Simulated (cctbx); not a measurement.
## TbSiHg: solution and refinement

Cell a = 4.4410 Å, b = 4.4410 Å, c = 16.0240 Å, α = 90.00°, β = 90.00°, γ = 120.00°; space group P6_3/mmc (no. 194); content Hg4 Tb4 Si4.

Simulated single-crystal data (cctbx): Ga Kα, λ = 1.3414 Å, to d = 0.83 Å, 80 % of the full sphere, strongest reflection 20000 counts, noise from counting, a 2 % proportional error and a noise floor of 2 counts (s.d.); no absorption, and some extinction, which the refinements don't model.

Charge flipping in P1 on normalised amplitudes to 0.83 Å, δ = 1.2 σ, 20 % of the reflections treated as weak, 300 cycles:

```text
cycle      R  skewness
    0  0.571     0.21
   25  0.429     3.28
   50  0.430     3.07
   75  0.396     2.96
  100  0.429     3.27
  125  0.424     3.12
  150  0.407     3.10
  175  0.426     3.36
  200  0.416     3.07
  225  0.417     3.24
  250  0.420     3.20
  275  0.439     3.27
origin shift          correlation  skewness
 0.792  0.804  0.069      0.927      6.53
 0.794  0.800  0.315      0.920      4.01
 0.805  0.807  0.041      0.883      2.98
 0.455 -0.007  0.241      0.848      0.85
taken: symmetry correlation 0.927, skewness 6.53
peak      x       y       z  mult  height/sigma
Q1    0.3333  0.6667  0.6623    4     15.8
Q2    0.0000  0.0000  0.2500    2     12.2
Q3    0.0000  0.0000  0.0000    2      9.8
Q4    0.3333  0.6667  0.1212    4      2.4
Q5    0.0000  0.0000  0.1529    4      1.5
Q6    0.3333  0.6667  0.0031    4      1.4
Q7    0.3333  0.6667  0.5743    4      1.4
Q8    0.0000  0.0000  0.0890    4      1.3
Q9    0.2292  0.4585  0.7068   12      1.2
```

The origin is taken among those within 0.04 of the best correlation, by the skewness of the map.

Run time: 0.59 s on 1 thread of Arm Neoverse V2, on a shared host, peak memory 0.07 GiB.

**Question.** Which peaks are atoms, and which elements?

Heights go roughly as Z and multiplicities must add up to the content. First model: Q1 = Hg1 (4 in the cell, height 15.8), Q2 = Tb1 (2 in the cell, height 12.2), Q3 = Tb2 (2 in the cell, height 9.8) and Q4 = Si1 (4 in the cell, height 2.4). Against the true structure, Q1 is Hg, Q2 is Tb, Q3 is Tb and Q4 is Si; the other peaks are not atoms.

Least squares on F², isotropic:

```text
Rint 0.023, 126 unique reflections to 0.83 A
cycle     R1     wR2    GooF  max shift (A)
   1  0.0684  0.1540  11.716   0.16731
   2  0.0250  0.0564   4.294   0.00024
final R1 0.0250 wR2 0.0564 GooF 4.294  parameters 6  data/parameter 21.0
atom        x        y        z      Ueq    occ   su(xyz)  su(Uiso or U11)
Hg1    0.33333  0.66667  0.66163   0.0169  1.000  0.00006  0.0004
Tb1    0.00000  0.00000  0.25000   0.0174  1.000  0.00000  0.0004
Tb2    0.00000  0.00000  0.00000   0.0204  1.000  0.00000  0.0005
Si1    0.33333  0.66667  0.11074   0.0408  1.000  0.00063  0.0023
difference map: max 2.10 min -4.98 rms 0.43
Q1    0.0654  0.1307  0.7500    6    2.12  0.50 A from Tb1
Q2    0.2652  0.5305  0.6617   12    1.88  0.52 A from Hg1
Q3    0.2510  0.5020  0.1056   12    1.11  0.64 A from Si1
Q4    0.1650  0.5825  0.1092   12    0.97  0.65 A from Si1
Q5    0.0000  0.0000  0.0000    2    0.89  0.00 A from Tb2
```

Anisotropic refinement:

```text
Rint 0.023, 126 unique reflections to 0.83 A
cycle     R1     wR2    GooF  max shift (A)
   1  0.0250  0.0564   4.368   0.01425
   2  0.0061  0.0128   0.989   0.00000
final R1 0.0061 wR2 0.0128 GooF 0.989  parameters 10  data/parameter 12.6
atom        x        y        z      Ueq    occ   su(xyz)  su(Uiso or U11)
Hg1    0.33333  0.66667  0.66169   0.0165  1.000  0.00001  0.0001
Tb1    0.00000  0.00000  0.25000   0.0168  1.000  0.00000  0.0001
Tb2    0.00000  0.00000  0.00000   0.0200  1.000  0.00000  0.0001
Si1    0.33333  0.66667  0.10985   0.0451  1.000  0.00014  0.0010
difference map: max 0.32 min -0.70 rms 0.10
Q1    0.0000  0.3430  0.0000   12    0.32  1.52 A from Tb2
Q2    0.0105  0.5052  0.2500    6    0.26  1.94 A from Hg1
Q3    0.3333  0.6667  0.2500    2    0.25  2.25 A from Si1
Q4    0.0052  0.3382  0.5764   24    0.24  1.59 A from Si1
Q5    0.1685  0.3371  0.0508   12    0.23  1.53 A from Tb2
Q6    0.0426  0.5213  0.1070   12    0.22  1.12 A from Si1
```

**Reading.** The refinement ends at R1 = 0.0061, wR2 = 0.0128, GooF = 0.99, with difference density between -0.70 and 0.32 e/Å³. Every site matches the true model in element, within 0.002 Å r.m.s., up to an allowed shift of origin.

True model:

```
atom  mult.    x    y       z  Ueq (Å²)
 Hg1      4  2/3  1/3  0.8383    0.0167
 Tb1      2    0    0       0    0.0202
 Tb2      2    0    0     1/4    0.0169
 Si1      4  2/3  1/3  0.3904    0.0452
```

The model is made up (kin elements in a known structure type, no relaxation), so it says nothing on whether the phase exists.

[Middle refinement cycles are left out of these outputs.]

[Logs are printed without paths, hosts, clocks, repeated set-up lines and the standing remarks that a program may print on its own settings, such as how far it seeks lower states.]
